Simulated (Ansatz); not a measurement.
# A hypothetical structure for HgH2, part 2 of 2

This structure for HgH2 is made up. Its elements were placed in a known structure type with a cell scaled to their sizes. What cell does the guess relax to, and how far off was it?

Ansatz 0.2.0; DFT, PBEsol, plane-wave PAW, files of the set soft_1, scalar-relativistic, no spin, cell and ions relaxed at zero pressure; PAW set soft_1 (the session's first sound run).

So far: Starting point; Relaxing cell and atoms. The relaxed cell has a = 5.127, c = 3.344 Å (conventional setting).

### Step 3. Bands of the relaxed cell

With the geometry fixed, one more self-consistent run, with a narrower smearing and the mesh shown in its input, gives the bands, and its pressure, and its forces where symmetry allows any, show how far the geometry depends on these settings.

This step: DFT, PBEsol, plane-wave PAW, files of the set soft_1, scalar-relativistic, no spin, bands and density of states at the relaxed cell; PAW set soft_1 (Ansatz 0.2.0).

Input file input.yaml:

```yaml
crystal:
  lattice:
    - [5.1268555564, 0.0, 0.0]
    - [0.0, 5.1268555564, 0.0]
    - [0.0, 0.0, 3.3440347594]
  atoms:
    - { symbol: Hg, position: [0.5, 0.5, 0.5] }
    - { symbol: Hg, position: [0.0, 0.0, 0.0] }
    - { symbol: H, position: [0.7302639925, 0.2697360075, 0.5] }
    - { symbol: H, position: [0.7697360075, 0.7697360075, 0.0] }
    - { symbol: H, position: [0.2697360075, 0.7302639925, 0.5] }
    - { symbol: H, position: [0.2302639925, 0.2302639925, 0.0] }
kpoints:
  mp_grid: { grid: [6, 6, 10] }
  band_path:
    path:
      - [[0.0, 0.0, 0.0], [0.0, 0.5, 0.0], [0.5, 0.5, 0.0], [0.0, 0.0, 0.0], [0.0, 0.0, 0.5], [0.0, 0.5, 0.5], [0.5, 0.5, 0.5], [0.0, 0.0, 0.5]]
      - [[0.0, 0.5, 0.0], [0.0, 0.5, 0.5]]
      - [[0.5, 0.5, 0.0], [0.5, 0.5, 0.5]]
    npoints: 8
scf:
  occupations: { method: fermi_dirac, width: 0.03 }
  n_extra_bands: 10
hamiltonian:
  xc: pbesol
  pseudopotentials: { kind: paw, azcp: { folder: soft_1 }, xc_functional: pbe }
output:
  forces: true
  stress: true
  write_bands: true
  dos: { projected: true }
  write_density: true
  write_potential: true
  elf: true
  volumetric_format: npy
```

Run with:

```console
> ansatz run input.yaml --threads 4 --pin off --max-ram 10240MiB --backend cpu --events-out ev --progress --plain --runs-dir out
```

Numbers of over 12 decimals in the logs are rounded to 6 here.

The program printed:

```text
[...]
Crystal: 6 atoms, lattice volume = 87.897 Å³
Basis set: ecut = 420 eV, 1707 PW (Γ), exchange–correlation on 72×72×48 points (8 copies of the dense FFT grid, shifted against one another)
Bands: 32, of which v1, the nominal top of the filled ones, is band 22 counted from 1 (21 counted from 0)
Symmetry: 16 space group operations
[...]
k-points: 60 of 360
[...]
SCF iter   1: F=—  HF=-27402.002946 eV  |F-HF|=—  |Δ(HF+E_count)|=         —  Δρ=6.30e-2  dr2=3.61e0  ethr=3.10e-3  ⟨swp⟩=6.1  Hψ=8137  notcnv=0  defer=1
[...]
SCF iter   7: F=-27400.755804 eV  HF=-27400.755804 eV  |F-HF|=6.60e-8  |Δ(HF+E_count)|=   6.09e-7  Δρ=7.65e-6  dr2=6.70e-8  ethr=2.27e-10  ⟨swp⟩=14.4  Hψ=14121  notcnv=0
SCF 1 converged in 7 iterations: F = -27400.755804 eV  dr2 = 6.70e-8
[...]
NSCF: frozen V_eff on 75 k-points
SCF converged after 7 iterations
Free energy (F): -27400.755804 eV
[...]
Internal energy: -27400.755804 eV  (E = F + TS)
E sigma→0 (E₀):  -27400.755804 eV
Fermi energy:    6.065030 eV
[...]
--- Forces (eV/Å), atoms counted from 1 ---
  atom   1  Hg     0.00000000     0.00000000     0.00000000
  atom   2  Hg     0.00000000    -0.00000000     0.00000000
  atom   3  H      0.00064846    -0.00064846     0.00000000
  atom   4  H     -0.00064846    -0.00064846     0.00000000
  atom   5  H     -0.00064846     0.00064846     0.00000000
  atom   6  H      0.00064846     0.00064846     0.00000000
  max |Σ_I F_I| component: 4.34e-19 eV/Å
--- Stress (GPa, compression-positive) ---
        0.011826       0.000000       0.000000
        0.000000       0.011826       0.000000
        0.000000       0.000000       0.002125
  P = ⅓ Tr σ = 0.0086 GPa (0.086 kbar)
--- Band table (eV; the first three rows and the last of 60) ---
  k-point 0: bands = [... 18 lower, 0.1741, 2.9737, 2.9737, 3.3361, 9.8640, 11.5284, 12.0738, 12.0738, ... 6 higher]
  k-point 1: bands = [... 18 lower, 0.1467, 3.1300, 3.1300, 3.4033, 9.6046, 11.6291, 12.1644, 12.1644, ... 6 higher]
  k-point 2: bands = [... 18 lower, 0.2305, 3.5253, 3.5253, 3.6045, 8.7632, 11.9348, 12.2868, 12.2868, ... 6 higher]
  k-point 59: bands = [... 18 lower, 3.3937, 3.3937, 4.2329, 4.2329, 6.9188, 6.9188, 9.6225, 9.6225, ... 6 higher]
```

Elapsed: 3.2 s, on 4 threads of Arm Neoverse V2, shared host; peak memory 0.43 GiB.

Numbers from this step:

```yaml
free_energy: -27400.7558 eV
fermi_energy: 6.065 eV
gap_by_band_count: 1.726 eV
pressure: 0.008592 GPa
gap_on_the_k_mesh: 1.726 eV
```

From bands.tsv. Electronic bands along the path, in eV, zero at the valence top; v1 is the highest filled band, c1 the lowest empty one:

| point | v4 | v3 | v2 | v1 | c1 | c2 | c3 | c4 |
| --- | --- | --- | --- | --- | --- | --- | --- | --- |
| Γ | -5.06 | -2.26 | -2.26 | -1.90 | 4.63 | 6.30 | 6.84 | 6.84 |
| halfway | -5.07 | -3.89 | -1.61 | -0.34 | 3.35 | 5.11 | 6.83 | 8.38 |
| X | -5.05 | -5.05 | -0.33 | -0.33 | 3.28 | 3.28 | 8.54 | 8.54 |
| halfway | -4.66 | -4.66 | -1.58 | -1.58 | 4.89 | 4.89 | 8.28 | 8.28 |
| M | -3.84 | -3.84 | -2.93 | -2.93 | 6.91 | 6.91 | 7.59 | 7.59 |
| halfway | -5.05 | -3.63 | -2.60 | -0.13 | 3.16 | 6.57 | 6.82 | 8.08 |
| Γ | -5.06 | -2.26 | -2.26 | -1.90 | 4.63 | 6.30 | 6.84 | 6.84 |
| halfway | -4.85 | -1.49 | -1.47 | -1.47 | 2.97 | 6.93 | 7.00 | 7.00 |
| Z | -2.48 | -2.48 | -0.64 | -0.64 | 3.02 | 3.02 | 6.16 | 6.16 |
| halfway | -2.36 | -2.36 | -1.12 | -1.12 | 3.21 | 3.21 | 6.23 | 6.23 |
| R | -1.99 | -1.99 | -1.83 | -1.83 | 3.39 | 3.39 | 6.55 | 6.55 |
| halfway | -1.86 | -1.86 | -1.51 | -1.51 | 2.49 | 2.49 | 5.10 | 5.10 |
| A | -1.84 | -1.84 | -1.00 | -1.00 | 1.69 | 1.69 | 4.39 | 4.39 |
| halfway | -2.24 | -2.14 | -1.54 | -0.83 | 1.91 | 4.00 | 5.03 | 5.97 |
| Z | -2.48 | -2.48 | -0.64 | -0.64 | 3.02 | 3.02 | 6.16 | 6.16 |
| jump to X | -5.05 | -5.05 | -0.33 | -0.33 | 3.28 | 3.28 | 8.54 | 8.54 |
| halfway | -4.28 | -4.28 | -0.37 | -0.37 | 4.10 | 4.10 | 5.72 | 5.72 |
| R | -1.99 | -1.99 | -1.83 | -1.83 | 3.39 | 3.39 | 6.55 | 6.55 |
| jump to M | -3.84 | -3.84 | -2.93 | -2.93 | 6.91 | 6.91 | 7.59 | 7.59 |
| halfway | -3.32 | -3.32 | -2.00 | -2.00 | 4.87 | 4.87 | 5.83 | 5.83 |
| A | -1.84 | -1.84 | -1.00 | -1.00 | 1.69 | 1.69 | 4.39 | 4.39 |

ELF in the ab plane at fractional z = 0.000, with atoms of Hg and H within 0.2 Å of it. It is the smooth field of the valence electrons, not physical close to the nuclei.

Values in units of 1e-1, 13 rows by 14 columns, each cell a mean:
```
 6.2  4.9  4.2  3.0  1.9  0.7  0.1  0.2  2.2  5.1  4.8  3.4  3.9  5.7
 4.6  4.4  3.7  2.4  1.0  0.3  0.1  0.5  4.6  8.8  9.1  6.9  3.7  3.8
 3.2  3.2  2.4  1.1  0.4  0.2  0.2  0.6  4.4  9.3 10.0  9.8  7.1  3.4
 2.7  1.8  0.9  0.4  0.3  0.3  0.4  0.6  2.3  7.5  9.8  9.9  9.0  5.1
 1.4  0.5  0.2  0.2  0.3  0.5  0.6  0.7  1.0  2.8  6.5  8.5  7.9  4.4
 0.2  0.1  0.1  0.3  0.5  0.6  0.8  0.8  0.8  0.8  1.3  2.0  1.9  0.8
 0.1  0.3  0.6  0.6  0.6  0.7  0.8  0.8  0.7  0.6  0.4  0.3  0.2  0.1
 1.3  3.8  5.5  4.5  2.2  1.0  0.8  0.7  0.6  0.5  0.3  0.2  0.2  0.3
 3.3  7.3  9.5  9.6  7.7  3.0  0.9  0.6  0.5  0.4  0.3  0.3  0.7  1.5
 3.2  6.2  9.5 10.0  9.8  6.7  1.4  0.4  0.3  0.3  0.4  1.0  2.1  2.8
 3.7  3.6  7.2  9.6  9.8  8.1  2.1  0.3  0.2  0.3  1.1  2.5  3.6  4.0
 5.1  4.0  3.6  5.8  7.6  6.2  1.4  0.1  0.2  0.8  2.1  3.4  4.5  4.9
 7.6  5.4  3.9  3.2  3.4  2.3  0.4  0.1  0.5  1.9  2.8  3.5  4.7  6.3
```
Columns run along a (5.1 Å), rows up along b (5.1 Å). Atoms in or near the plane, at fractional coordinates: Hg at (0.00, 0.00), H at (0.77, 0.77), H at (0.23, 0.23).

Valence density in the ab plane at fractional z = 0.000, with atoms of Hg and H within 0.2 Å of it. It is the smooth field of the valence electrons, not physical close to the nuclei.

Ten steps, logarithmic in the rise over the least value, from '_' (0 e/Å³) to '@' (16 e/Å³), each cell a mean:
```
@@%%++::____________::--**@@
##++--..__________..----==**
--::..____________::====----
..________________..----::..
__________________........__
____________________________
______________..____________
____________________________
__..::::....________________
::::--==--..____________....
++======--..__________..--==
%%##==--..__________..--**%%
@@%%**::..__________..==##@@
```
Columns run along a (5.1 Å), rows up along b (5.1 Å). Atoms in or near the plane, at fractional coordinates: Hg at (0.00, 0.00), H at (0.77, 0.77), H at (0.23, 0.23).

Electrostatic potential energy in the ab plane at fractional z = 0.000, with atoms of Hg and H within 0.2 Å of it. With pseudopotentials it is smooth inside the atoms' cores, unlike the true potential.

Values in eV, 13 rows by 14 columns, each cell a mean:
```
-40 -36 -16   3   9  11  11  11  11  10   7  -4 -28 -40
-29 -20  -3   7  10  11  11  11  11   8   2  -3 -13 -26
 -2   2   7   9  10  11  11  11  10   4 -22 -25  -2   0
  8   9  10  10  11  10  10  10   9   6 -10 -11   5   8
 11  11  11  11  10  10   9   9   9   9   8   8  10  11
 11  11  11  11  10   9   9   8   9   9  10  10  11  11
 11  11  11  10  10   9   8   8   9  10  10  11  11  11
 11  11  10   9   9   9   9   9   9  10  10  11  11  11
 10   9   6   1   5   9  10  10  10  10  11  10  10  10
  6   5 -10 -29  -9   8  10  10  11  11  10   9   8   6
-15  -8  -7 -16  -1   9  11  11  11  10   9   7  -1 -12
-38 -31 -12   3   8  10  11  11  11  10   8   0 -20 -35
-40 -38 -20   2   9  11  11  11  11  10   7  -6 -31 -40
```
Columns run along a (5.1 Å; values clipped at the 3rd and 97th percentile), rows up along b (5.1 Å). Atoms in or near the plane, at fractional coordinates: Hg at (0.00, 0.00), H at (0.77, 0.77), H at (0.23, 0.23).

### Step 4. Summary of results

```yaml
space_group_relaxed: P4_2/mnm
conventional_cell: a = 5.127, b = 5.127, c = 3.344 Å; α = 90.0°, β = 90.0°, γ = 90.0°
volume_per_atom: 14.65 Å³ (guess 10.84)
```

In words: HgH2 relaxes to P4_2/mnm with a = 5.127, b = 5.127 and c = 3.344 Å. The guessed volume was 26 % too small. The space group P4_2/mnm was held in the relaxation, so the end point is a stationary structure within it and may be a saddle against distortions or other arrangements. It has an indirect Kohn–Sham gap of 1.65 eV, which semilocal functionals understate. On the 6×6×10 mesh with the narrower smearing (relaxed on 6×6×9) the largest force component is 0.001 eV/Å and the largest stress component is 0.012 GPa, within the relaxation's thresholds of 0.015 eV/Å and 0.05 GPa. The cutoff wasn't tested. A vector of the cell changed its length by 11 %, more than the volume shows. Spin-orbit coupling is left out, which can matter for elements this heavy. No dispersion term is used, so weakly bound directions may come out too long. Nothing here tests whether the compound is stable against decomposition.

[Logs are printed without paths, hosts, clocks, repeated set-up lines and the standing remarks that a program may print on its own settings, such as how far it seeks lower states.]

[Hosts, paths, dates, database ids (printed as entryN), source tags and the programs' standing remarks are cut or masked in the printed files.]
